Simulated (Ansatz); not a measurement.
# Al-Os stack of (100) layers: lattice stability ahead of a resistivity run, part 3 of 3

Question: is the lattice of Al-Os stack of (100) layers stable, and if so, what are its coupling constant and resistivity?

Ansatz 0.2.0; DFT PBEsol, scalar-relativistic, plane waves, PAW; PAW set soft_1.

So far, lowest on path (cm⁻¹): step 5 (phonons: q 2×2×1, k 6×6×1) -315.

## 6. Phonons: q 3×3×1, k 9×9×1

An imaginary mode on so few k-points may come from the sampling, so the phonons are repeated with another q and k mesh.

Contents of input.yaml:

```yaml
crystal:
  lattice:
    - [2.5703579919, 0.0, 0.0]
    - [0.0, 2.5703579919, 0.0]
    - [0.0, 0.0, 27.6317587693]
  atoms:
    - { symbol: Al, position: [0.0, 0.0, 0.1981617509] }
    - { symbol: Os, position: [0.5, 0.5, 0.2692670548] }
  periodic: [true, true, false]
kpoints:
  mp_grid: { grid: [9, 9, 1] }
hamiltonian:
  xc: pbesol
  pseudopotentials: { kind: paw, azcp: { folder: soft_1 }, xc_functional: pbe }
scf:
  occupations: { method: methfessel_paxton, width: 0.2 }
output:
  eigenvalues: true
phonons:
  method: dfpt
  qmesh: [3, 3, 1]
  temperatures: { t_max: 1000, t_step: 50 }
  qpath:
    path: [[0.0, 0.0, 0.0], [0.0, 0.5, 0.0], [0.5, 0.5, 0.0], [0.0, 0.0, 0.0]]
    npoints: 10
```

On the command line:

```
> ansatz run input.yaml --threads 4 --pin off --max-ram 20480MiB --backend cpu --events-out ev --progress --plain --runs-dir out
```

Numbers of over 12 decimals in the logs are rounded to 6 here.

The program printed:

```text
[...]
Crystal: 2 atoms, lattice volume = 182.556 Å³
Basis set: ecut = 420 eV, 3601 PW (Γ), exchange–correlation on 36×36×384 points (8 copies of the dense FFT grid, shifted against one another)
Bands: 14, of which v1, the nominal top of the filled ones, is band 10 counted from 1 (9 counted from 0)
Symmetry: 8 space group operations
k-points: 15 of 81
[...]
SCF iter   1: F=—  HF=-11775.179549 eV  |F-HF|=—  |Δ(HF+E_count)|=         —  Δρ=1.88e-2  dr2=3.40e0  ethr=3.10e-3  ⟨swp⟩=13.7  Hψ=2315  notcnv=0
[...]
SCF iter  12: F=-11774.479755 eV  HF=-11774.479755 eV  |F-HF|=6.55e-11  |Δ(HF+E_count)|=   1.57e-9  S|Δr|=    0.00e0  Δρ=1.06e-8  dr2=1.82e-13  ethr=1.00e-12  ⟨swp⟩=10.9  Hψ=1300  notcnv=0
SCF 1 converged in 12 iterations: F = -11774.479755 eV  dr2 = 1.82e-13
[...]
WARN: eigensolver did not converge in 8 slots of this pass, the one above among them; of largest residual over every band (k=10): 1 band(s) unlocked (lowest unlocked band 13, counted from 0; max residual 6.02e-3 eV among the unlocked bands, 6.02e-3 eV over every band); of lowest unlocked band (k=0): band 13
[...]
SCF converged after 12 iterations
[...]
Free energy (F): -11774.479755 eV
[...]
Internal energy: -11774.482658 eV  (E = F + TS)
E sigma→0 (E₀):  -11774.480481 eV
Entropy (-TS):   0.002903 eV (1.452 meV/atom)
Fermi energy:    -5.131696 eV
[...]
--- Band table (eV; the first three rows and the last of 15) ---
  k-point 0: bands = [... 6 lower, -10.6385, -7.5114, -5.6236, -4.6554, -4.6554, -2.7418, -1.0125, 0.0831]
  k-point 1: bands = [... 6 lower, -10.2879, -7.3306, -6.4420, -4.5896, -4.1460, -3.2219, -0.7052, 0.3561]
  k-point 2: bands = [... 6 lower, -9.0733, -7.6797, -6.8176, -4.4733, -4.2084, -3.4176, -0.1977, 0.2741]
  k-point 14: bands = [... 6 lower, -8.9771, -6.4566, -3.7624, -3.3238, -1.2410, -0.5628, -0.1219, 0.7495]
[...]
ASR residual: 1.217e-5 → 0.000e0 eV/Å²; symmetrization residual: 2.094e-6 eV/Å²
  ASR residual per site (eV/Å²): 1.22e-5 6.35e-6
  Γ frequencies (cm⁻¹): 0.00 0.00 0.00 121.69 121.69 255.20
--- Phonons (arbitrary-q DFPT): 3 irreducible q on the 3×3×1 mesh ---
[...]
interpolated dispersion: 31 rows × 6 modes
[...]
```

The job ended after 42 s (4 threads of Arm Neoverse V2, shared host; peak memory 0.84 GiB).

Numbers from this step:

```yaml
share_of_imaginary_modes_in_the_plain_interpolation_between_solved_wavevectors: 0.3477
highest_frequency_solved_or_plainly_interpolated: 427.3 cm⁻¹
```

Solved on the 3×3×1 mesh alone; all other wavevectors are interpolated. Phonon branches along the path, in cm⁻¹:

| point | branch 1 | branch 2 | branch 3 | branch 4 | branch 5 | branch 6 |
| --- | --- | --- | --- | --- | --- | --- |
| Γ | 0 | 0 | 0 | 122 | 122 | 255 |
| halfway | -89 | -63 | 65 | 78 | 234 | 314 |
| X | -116 | -94 | -72 | 102 | 208 | 427 |
| halfway | -111 | -91 | 102 | 189 | 276 | 413 |
| M | -106 | -106 | 103 | 176 | 398 | 398 |
| halfway | -131 | -34 | 97 | 214 | 283 | 308 |
| Γ | 0 | 0 | 0 | 122 | 122 | 255 |

The phonon branches as a text plot (rows in cm⁻¹):

```
    416 |            *****************
    392 |           *                 **********
    369 |                             *      *****
    346 |         **                **          ****
    322 |       **                **              **
    299 |                                           ***
    275 |      *                 *                  *****
    252 |******                                        **********
    229 |    ********          **                      **
    205 |            **********                   *****  **
    182 |  **                  *******************         ***
    159 |                     *                            ***
    135 | *                                                   **
    112 |******        *************************                *
     88 |      ********     **                  ***********
     65 |    *****                                         ***
     42 |  **                                                 **
     18 | *       **
     -5 |*                                                      *
    -28 | ***                                       *****  *****
    -52 |    *****  *     **                      **     **
    -75 |      *  ***************            *****         ***
    -99 |       *****  ***       ************            **
   -122 |            *************           ************
         Γ               X               M                      Γ
```

Lowest modes at the softest wavevector of the mesh. Modes at q = (0.333, 0.333, 0.000), with each element's share of the kinetic energy (negative means imaginary):

| mode | frequency (cm⁻¹) | Al % | Os % |
| --- | --- | --- | --- |
| 1 | -131.0 | 0 | 100 |
| 2 | -58.4 | 7 | 93 |
| 3 | 98.1 | 2 | 98 |
| 4 | 194.3 | 92 | 8 |
| 5 | 343.2 | 100 | 0 |
| 6 | 358.0 | 98 | 2 |

Displacements in mode 1 (-131.0 cm⁻¹), the largest set to 1, in the home cell (x, y, z of the real part, then of the imaginary part):
```
Al1  0.09 -0.09  0.00  0.15 -0.15  0.00
Os2 -1.00  1.00  0.00  0.01 -0.01  0.00
```

Displacements in mode 6 (358.0 cm⁻¹), the largest set to 1, in the home cell (x, y, z of the real part, then of the imaginary part):
```
Al1  1.00  1.00  0.00  0.00  0.00 -0.09
Os2 -0.01 -0.01 -0.05  0.02  0.02 -0.03
```

The modes has structure finer than the step of the table below, so its rows give means over 20 cm⁻¹, whole bins alone (the curve runs from -144 to 449 cm⁻¹). Peaks (cm⁻¹: height): Al -39.3: 0.00496, 188.1: 0.0174, 210.4: 0.0221, 303.6: 0.00806, 340.9: 0.0102, 370.7: 0.0105, 396.8: 0.0154; Os -113.8: 0.0350, -39.3: 0.0200, 98.6: 0.0517.

Phonopy on the run's constants, 21x21x1 mesh, Gaussian sigma 4.2 cm⁻¹. Table of modes by wavenumber; means over each step; values in 1/cm⁻¹/cell:

| wavenumber (cm⁻¹) | Al | Os |
| --- | --- | --- |
| -120 | 5.1e-4 | 0.0275 |
| -100 | 0.00107 | 0.0144 |
| -80 | 0.00252 | 0.0146 |
| -60 | 0.00309 | 0.0153 |
| -40 | 0.00324 | 0.0155 |
| -20 | 3.0e-4 | 0.00202 |
| 0 | 4.1e-5 | 3.0e-4 |
| 20 | 1.2e-4 | 3.6e-4 |
| 40 | 0.00122 | 0.00139 |
| 60 | 0.00120 | 0.00360 |
| 80 | 0.00322 | 0.0101 |
| 100 | 0.00327 | 0.0332 |
| 120 | 0.00401 | 0.00105 |
| 140 | 0.00402 | 2.4e-4 |
| 160 | 0.00485 | 1.4e-4 |
| 180 | 0.0118 | 3.9e-4 |
| 200 | 0.0155 | 0.00125 |
| 220 | 0.0170 | 0.00190 |
| 240 | 0.0108 | 0.00127 |
| 260 | 0.00787 | 6.1e-4 |
| 280 | 0.00293 | 5.3e-5 |
| 300 | 0.00603 | 1.2e-4 |
| 320 | 0.00323 | 4.2e-5 |
| 340 | 0.00718 | 8.9e-5 |
| 360 | 0.00555 | 6.5e-5 |
| 380 | 0.00848 | 7.7e-5 |
| 400 | 0.0126 | 1.0e-4 |
| 420 | 0.00789 | 6.7e-5 |

No LO-TO term; unit eigenvectors of the mass-weighted matrix. The modes at Γ (shares of kinetic energy by element, %):

| mode | frequency (cm⁻¹) | symmetry | Al % | Os % |
| --- | --- | --- | --- | --- |
| 1 | 0.0 | unnamed | 12 | 88 |
| 2 | 0.0 | unnamed | 12 | 88 |
| 3 | 0.0 | unnamed | 12 | 88 |
| 4 | 121.7 | E | 88 | 12 |
| 5 | 121.7 | E | 88 | 12 |
| 6 | 255.2 | A1 | 88 | 12 |

Displacements in mode 4 (121.7 cm⁻¹), the largest set to 1:
```
Al1  1.00  0.43  0.00
Os2 -0.14 -0.06  0.00
```

Displacements in mode 6 (255.2 cm⁻¹), the largest set to 1:
```
Al1  0.00  0.00  1.00
Os2  0.00  0.00 -0.14
```

Among the solved wavevectors the lowest mode, translations apart, is -131 cm⁻¹, imaginary.

## 7. Summary of results

```json
{"phonon run of the rows without a label of their own": "PBEsol, q 3×3×1, k 9×9×1", "softest mode on the q mesh": "-131 cm⁻¹ at q = (0.333, 0.333, 0)", "highest frequency, solved or plainly interpolated": "427 cm⁻¹"}
```

What this shows: The lattice is dynamically unstable at this level: a mode at q = (0.333, 0.333, 0) is imaginary, 131i cm⁻¹, so no harmonic coupling constant or resistivity is defined for this structure. These meshes are coarse, and single modes of a metal can move by tens of cm⁻¹ with the k mesh. The coarser mesh found an imaginary mode at another wavevector, which this mesh lacks. Spin–orbit coupling, left out here, matters for Os. The PAW files were made for PBE; under other functionals the run regenerates their frozen core. The structure was built by hand as an ordered model, and its stability against other phases was not tested.

[Logs are printed without paths, hosts, clocks, repeated set-up lines and the standing remarks that a program may print on its own settings, such as how far it seeks lower states.]

[Hosts, paths, dates, database ids (printed as entryN), source tags and the programs' standing remarks are cut or masked in the printed files.]
